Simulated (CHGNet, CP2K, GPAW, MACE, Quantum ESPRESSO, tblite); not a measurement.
## Running twisted graphene double bilayer, 21.79° (56 atoms) with CP2K

Aim: run twisted graphene double bilayer, 21.79° (56 atoms) in CP2K and see how near its forces come to a plane-wave reference, and at what cost.

Main program and level: CP2K 2026.2; the method is named at each step.

### 1. Set-up

The cell holds 56 atoms: 56 C. Cell: a = 6.508 Å, b = 6.509 Å, c = 24.080 Å, α = 90.0°, β = 90.0°, γ = 120.0°. It derives from C (graphene). Graphene (a = 2.46 Å) under graphene (a = 2.46 Å), double bilayer, commensurate cell of 7 unit cells a layer, twist 21.79 deg; facing planes 3.44, 3.32, 3.32 Å apart as built; 14 Å of vacuum; minimised with a classical potential. Then every atom was moved at random, 0.05 Å r.m.s. a Cartesian component. Regions: layer 1, 14 atoms (14 C); layer 2, 14 atoms (14 C); layer 3, 14 atoms (14 C); layer 4, 14 atoms (14 C). Vacuum lies along c.

The yardstick, on the same geometry:

* method: Kohn-Sham DFT, PBE, SSSP efficiency 1.3.0 pseudopotentials, plane waves (Quantum ESPRESSO 7.5); sssp-pbe-1.3.0-efficiency, cutoffs 45/360 Ry, Γ point
* r.m.s. force component: 3.162 eV/Å
* longest force: 12.79 eV/Å
* time: 80 s on 4 MPI ranks of Arm Neoverse V1, shared host
* CPU time: 5.4 min

### 2. PBE, DZVP-MOLOPT-SR, 450/50 Ry, diagonalisation

Method: Kohn-Sham DFT, PBE, GTH-PBE pseudopotentials, Gaussian and plane waves, DZVP-MOLOPT-SR-GTH, diagonalisation.

Input file input.inp:

```
&GLOBAL
  PROJECT cell
  RUN_TYPE ENERGY_FORCE
  PRINT_LEVEL LOW
&END GLOBAL
&FORCE_EVAL
  METHOD QS
  &DFT
    BASIS_SET_FILE_NAME BASIS_MOLOPT
    POTENTIAL_FILE_NAME GTH_POTENTIALS
    &MGRID
      CUTOFF 450
      REL_CUTOFF 50
    &END MGRID
    &QS
      EPS_DEFAULT 1.0E-12
    &END QS
    &SCF
      SCF_GUESS ATOMIC
      EPS_SCF 5.0E-06
      MAX_SCF 200
      ADDED_MOS 25
      &DIAGONALIZATION
        ALGORITHM STANDARD
      &END DIAGONALIZATION
      &SMEAR ON
        METHOD FERMI_DIRAC
        ELECTRONIC_TEMPERATURE [K] 580
      &END SMEAR
      &MIXING
        METHOD BROYDEN_MIXING
        ALPHA 0.2
        NBROYDEN 12
        BETA 0.05
      &END MIXING
      &PRINT
        &RESTART OFF
        &END RESTART
      &END PRINT
    &END SCF
    &XC
      &XC_FUNCTIONAL PBE
      &END XC_FUNCTIONAL
    &END XC
    &PRINT
      &MULLIKEN ON
      &END MULLIKEN
      &HIRSHFELD ON
        SHAPE_FUNCTION DENSITY
      &END HIRSHFELD
      &MO ON
        EIGENVALUES T
        OCCUPATION_NUMBERS T
        MO_INDEX_RANGE 101 124
        &EACH
          QS_SCF 0
        &END EACH
        ADD_LAST NUMERIC
      &END MO
    &END PRINT
  &END DFT
  &SUBSYS
    &CELL
      A 6.50850 0.00000 0.00000
      B -3.25425 5.63653 0.00000
      C 0.00000 0.00000 24.08000
    &END CELL
    &COORD
      SCALED
      C 0.18984 0.23612 0.28870
      C 0.25173 0.06030 0.28522
      C 0.32355 0.66989 0.29066
      C 0.37529 0.47871 0.29133
      C 0.48092 0.09314 0.29266
      C 0.52342 0.89775 0.29006
      C 0.62087 0.52087 0.29227
      C 0.65598 0.33728 0.28853
      C 0.75855 0.96131 0.28973
      C 0.81280 0.77683 0.29177
      C 0.90495 0.37789 0.29229
      C 0.95600 0.17914 0.29177
      C 0.04895 0.81249 0.28850
      C 0.09641 0.60789 0.28953
      C 0.36451 0.46769 0.42925
      C 0.43149 0.27968 0.43179
      C 0.53431 0.91024 0.43548
      C 0.58216 0.72505 0.42880
      C 0.67398 0.34749 0.43208
      C 0.72047 0.13389 0.43273
      C 0.81395 0.76018 0.43035
      C 0.84787 0.57378 0.43512
      C 0.95771 0.20138 0.43014
      C 0.99887 0.99903 0.42997
      C 0.08479 0.61207 0.43283
      C 0.15290 0.43656 0.43200
      C 0.24938 0.04953 0.43056
      C 0.28630 0.86548 0.43150
      C 0.36835 0.89266 0.57338
      C 0.33064 0.65634 0.57442
      C 0.23353 0.18892 0.56924
      C 0.19431 0.95591 0.57231
      C 0.53577 0.63501 0.56645
      C 0.46924 0.36216 0.56847
      C 0.80672 0.04667 0.57007
      C 0.77905 0.80788 0.57081
      C 0.65739 0.32999 0.57320
      C 0.61778 0.09403 0.56797
      C 0.95239 0.77288 0.57144
      C 0.90917 0.52292 0.57188
      C 0.09817 0.46974 0.57012
      C 0.04013 0.23359 0.57258
      C 0.61196 0.08179 0.70880
      C 0.56639 0.85117 0.71046
      C 0.47453 0.37466 0.70989
      C 0.42359 0.14107 0.71153
      C 0.76849 0.82083 0.70832
      C 0.72296 0.55748 0.71328
      C 0.04608 0.22648 0.71320
      C 0.00794 0.00329 0.71206
      C 0.88466 0.50715 0.71114
      C 0.85461 0.28843 0.71039
      C 0.17634 0.94469 0.70981
      C 0.14147 0.71516 0.71046
      C 0.32426 0.66217 0.71010
      C 0.29327 0.42945 0.71259
    &END COORD
    &KIND C
      BASIS_SET DZVP-MOLOPT-SR-GTH-q4
      POTENTIAL GTH-PBE-q4
    &END KIND
  &END SUBSYS
  &PRINT
    &FORCES ON
    &END FORCES
  &END PRINT
&END FORCE_EVAL
```

Started as:

```bash
> OMP_NUM_THREADS=2 cp2k.psmp -i input.inp > output.txt
```

Numbers of over 12 decimals in the logs are rounded to 6 here.

The program printed:

```text
CP2K| version string:                                       CP2K version 2026.2
 CP2K| Input file name                                                 input.inp
 GLOBAL| Basis set file name                                        BASIS_MOLOPT
 GLOBAL| Potential file name                                      GTH_POTENTIALS
 GLOBAL| Run type                                                   ENERGY_FORCE
 GLOBAL| Total number of message passing processes                             1
 GLOBAL| Number of threads for this process                                    2
 TOTAL NUMBERS AND MAXIMUM NUMBERS
  Total number of            - Atomic kinds:                                   1
                             - Atoms:                                         56
                             - Shell sets:                                    56
                             - Shells:                                       280
                             - Primitive Cartesian functions:                280
                             - Cartesian basis functions:                    784
                             - Spherical basis functions:                    728
  Maximum angular momentum of- Orbital basis functions:                        2
                             - Local part of the GTH pseudopotential:          2
                             - Non-local part of the GTH pseudopotential:      0
 SCF PARAMETERS         Density guess:                                    ATOMIC
                        max_scf:                                             200
                        eps_scf:                                        5.00E-06
                        added MOs                                        25    0
                        Mixing method:                            BROYDEN_MIXING
                                                charge density mixing in g-space
                        Smear method:                                FERMI_DIRAC
                        Electronic temperature [K]:                        580.0
                        Electronic temperature [a.u.]:                  1.84E-03
                        Accuracy threshold:                             1.00E-10
 Extrapolation method: initial_guess
 Number of electrons:                                                        224
 Number of occupied orbitals:                                                112
 Number of molecular orbitals:                                               137
 Number of orbital functions:                                                728
 Number of independent orbital functions:                                    728
 SCF WAVEFUNCTION OPTIMIZATION
  Step     Update method      Time    Convergence         Total energy    Change
     1 NoMix/Diag. 0.20E+00    4.0     0.92313523      -316.7648688278 -3.17E+02
     2 Broy./Diag. 0.20E+00    6.5     0.03256864      -306.4715444466  1.03E+01
     3 Broy./Diag. 0.20E+00    6.5     0.06226973      -316.6971946798 -1.02E+01
     4 Broy./Diag. 0.20E+00    6.7     0.02239514      -320.7600269733 -4.06E+00
[...]
12 Broy./Diag. 0.20E+00    6.9     0.00000652      -319.0908255588 -3.97E-04
    13 Broy./Diag. 0.20E+00    6.9     0.00000236      -319.0909605178 -1.35E-04
  *** SCF run converged in    13 steps ***
  Electronic density on regular grids:       -223.9999999999        0.0000000001
  Core density on regular grids:              223.9999999998       -0.0000000002
  Total charge density on r-space grids:       -0.0000000001
  Total charge density g-space grids:          -0.0000000001
  Overlap energy of the core charge distribution:               2.98264e-05
  Self energy of the core charge distribution:               -746.760444
  Core Hamiltonian energy:                                    234.424513
  Hartree energy:                                             291.412237
  Exchange-correlation energy:                                -98.167296
  Electronic entropic energy:                                  -0.000000
  Fermi energy:                                                 0.094350
  Total energy:                                              -319.090961
  Total energy (extrapolated to T->0):                       -319.090961
 MO| EIGENVALUES AND OCCUPATION NUMBERS
 MO|
 MO|  Index      Eigenvalue [a.u.]        Eigenvalue [eV]             Occupation
 MO|    101              -0.079337              -2.158876               2.000000
 MO|    102              -0.075479              -2.053900               2.000000
 MO|    103              -0.075199              -2.046280               2.000000
[...]
MO|    123               0.181136               4.928966               0.000000
 MO|    124               0.184768               5.027805               0.000000
 MO| Sum:                                                             224.000000
 MO| E(Fermi):            0.094350 a.u.          2.567396 eV
 MO| Band gap:            0.195953 a.u.          5.332152 eV
 !-----------------------------------------------------------------------------!
                     Mulliken Population Analysis
 #  Atom  Element  Kind  Atomic population                           Net charge
       1     C        1          4.002547                             -0.002547
       2     C        1          3.996143                              0.003857
       3     C        1          4.000703                             -0.000703
[...]
55     C        1          4.010293                             -0.010293
      56     C        1          3.999545                              0.000455
 # Total charge                            224.000000                 -0.000000
 !-----------------------------------------------------------------------------!
 !-----------------------------------------------------------------------------!
                           Hirshfeld Charges
  #Atom  Element  Kind  Ref Charge     Population                    Net charge
      1       C      1       4.000          4.006                        -0.006
      2       C      1       4.000          4.004                        -0.004
      3       C      1       4.000          4.004                        -0.004
[...]
55       C      1       4.000          4.000                         0.000
     56       C      1       4.000          3.998                         0.002
  Total Charge                                                           -0.000
 !-----------------------------------------------------------------------------!
 ENERGY| Total FORCE_EVAL ( QS ) energy [hartree]           -319.090999
 FORCES| Atomic forces [hartree/bohr]
 FORCES|   Atom     x               y               z               |f|
 FORCES|      1  2.73175772E-02  3.00975450E-02  2.31605802E-03   4.07121157E-02
 FORCES|      2 -1.18286522E-02 -8.48769272E-02  3.04981557E-02   9.09623399E-02
 FORCES|      3  1.20237048E-01 -2.59425160E-02 -6.89750415E-04   1.23005844E-01
[...]
FORCES|     55  4.38190374E-02  3.31595085E-03  9.07984378E-03   4.48725655E-02
 FORCES|     56 -6.06220179E-02 -3.15220323E-02 -6.61599989E-03   6.86472070E-02
 FORCES| Sum     1.42361027E-04 -1.51098601E-04  5.73317604E-05
 FORCES| Total atomic force                                       2.15370332E-04
```

Elapsed: 1.7 min, on 2 threads of Arm Neoverse V1, shared host; peak memory 2.2 GiB; 3.1 min of CPU time.

Banners, paths, timers and routine set-up lines are dropped from the logs unmarked, and long logs keep their key lines alone; longer cuts are marked.

Against the reference:

```yaml
r_m_s_force_component: 3.204 eV/Å
r_m_s_difference_of_force_components: 50.53 meV/Å
longest_difference_of_force_vectors: 155.3 meV/Å
force_difference_over_r_m_s_force: 1.598 %
slope_of_forces_against_the_reference_s: 1.013
correlation_of_force_components: 1
```

The surroundings of C48, which bears the longest force, nearest first, numbered as they follow in the input and with coordinates relative to it.

```csv
atom,x,y,z,distance (Å),bonds,Hirshfeld charge (e),Fx,Fy,Fz (eV/Å)
C48,0.00,0.00,0.00,0.00,3,0.00,-12.02,4.61,-1.28
C51,1.22,-0.28,-0.05,1.25,3,-0.02,10.18,3.96,-0.01
C45,-1.02,-1.03,-0.08,1.45,3,0.00,1.35,1.88,1.12
C47,-0.56,1.48,-0.12,1.59,3,0.02,0.88,-4.86,1.51
C52,1.73,-1.52,-0.07,2.30,3,0.01,2.41,-6.66,0.26
C54,2.21,0.89,-0.07,2.38,3,0.01,-2.17,-3.05,0.05
C46,-0.59,-2.35,-0.04,2.42,3,0.00,0.58,-3.00,-0.73
C56,-2.38,-0.72,-0.02,2.49,3,0.00,-3.12,-1.62,-0.34
C50,0.40,2.51,-0.03,2.55,3,-0.02,-4.49,-2.34,-0.49
C44,-1.97,1.66,-0.07,2.58,3,-0.01,0.83,-0.72,-0.53
```

Forces lie 1.6 % from the reference's, at 0.57 times its CPU time (on 2 against 4 cores).

### 3. PBE, TZVP-MOLOPT, 450/50 Ry, diagonalisation

Method: Kohn-Sham DFT, PBE, GTH-PBE pseudopotentials, Gaussian and plane waves, TZVP-MOLOPT-GTH, diagonalisation.

Edit input.inp of step 2 so:

```diff
@@ -72,3 +72,3 @@
     &KIND C
-      BASIS_SET DZVP-MOLOPT-SR-GTH-q4
+      BASIS_SET TZVP-MOLOPT-GTH-q4
       POTENTIAL GTH-PBE-q4
```

Started as:

```bash
> OMP_NUM_THREADS=1 mpirun -np 4 cp2k.psmp -i input.inp > output.txt
```

The program printed:

```text
CP2K| version string:                                       CP2K version 2026.2
 CP2K| Input file name                                                 input.inp
 GLOBAL| Basis set file name                                        BASIS_MOLOPT
 GLOBAL| Potential file name                                      GTH_POTENTIALS
 GLOBAL| Run type                                                   ENERGY_FORCE
 GLOBAL| Total number of message passing processes                             4
 GLOBAL| Number of threads for this process                                    1
 TOTAL NUMBERS AND MAXIMUM NUMBERS
  Total number of            - Atomic kinds:                                   1
                             - Atoms:                                         56
[... lines left out ...]
                        Smear method:                                FERMI_DIRAC
[... lines left out ...]
 Number of electrons:                                                        224
[... lines left out ...]
  Step     Update method      Time    Convergence         Total energy    Change
[... lines left out ...]
  *** SCF run converged in    13 steps ***
[... lines left out ...]
  Fermi energy:                                                 0.096125
  Total energy:                                              -319.119151
  Total energy (extrapolated to T->0):                       -319.119151
[... lines left out ...]
 MO| E(Fermi):            0.096125 a.u.          2.615695 eV
[... lines left out ...]
       2     C        1          4.007964                             -0.007964
       3     C        1          3.977576                              0.022424
[...]
55     C        1          3.999662                              0.000338
      56     C        1          4.009894                             -0.009894
 # Total charge                            224.000000                 -0.000000
 !-----------------------------------------------------------------------------!
 !-----------------------------------------------------------------------------!
                           Hirshfeld Charges
  #Atom  Element  Kind  Ref Charge     Population                    Net charge
      1       C      1       4.000          4.006                        -0.006
      2       C      1       4.000          4.004                        -0.004
      3       C      1       4.000          4.003                        -0.003
[...]
55       C      1       4.000          4.000                         0.000
     56       C      1       4.000          3.998                         0.002
  Total Charge                                                           -0.000
 !-----------------------------------------------------------------------------!
 ENERGY| Total FORCE_EVAL ( QS ) energy [hartree]           -319.119257
 FORCES| Atomic forces [hartree/bohr]
 FORCES|   Atom     x               y               z               |f|
 FORCES|      1  2.70823050E-02  2.97643660E-02  2.16204558E-03   4.02994190E-02
 FORCES|      2 -1.17303513E-02 -8.39641872E-02  3.05430359E-02   9.01136112E-02
 FORCES|      3  1.19243568E-01 -2.59402870E-02 -8.81565598E-04   1.22035668E-01
[...]
FORCES|     55  4.34655379E-02  3.31220630E-03  9.28583164E-03   4.45696126E-02
 FORCES|     56 -5.99202466E-02 -3.11470245E-02 -6.50753103E-03   6.78448307E-02
 FORCES| Sum     1.43661282E-04 -1.49800942E-04  5.31742733E-05
 FORCES| Total atomic force                                       2.14257765E-04
```

Elapsed: 7.8 min, on 4 MPI ranks; peak memory 3.1 GiB.

Compared with the plane-wave run:

```yaml
r_m_s_force_component: 3.17 eV/Å
r_m_s_difference_of_force_components: 18.74 meV/Å
longest_difference_of_force_vectors: 67.24 meV/Å
force_difference_over_r_m_s_force: 0.5926 %
slope_of_forces_against_the_reference_s: 1.002
correlation_of_force_components: 1
```

Against the first run (1.6 %), the force difference from the reference is 0.59 %, at 10 times the CPU time (on 4 against 2 cores), with 952 basis functions against 728: the larger basis brings the forces nearer.

[end of part 1 of 3]

[Also dropped from logs without a mark: logging warnings of Python, and SIESTA's first energy breakdown and zero terms.]

[Logs are printed without paths, hosts, clocks, repeated set-up lines and the standing remarks that a program may print on its own settings, such as how far it seeks lower states.]

[Hosts, paths, dates, database ids (printed as entryN), source tags and the programs' standing remarks are cut or masked in the printed files.]
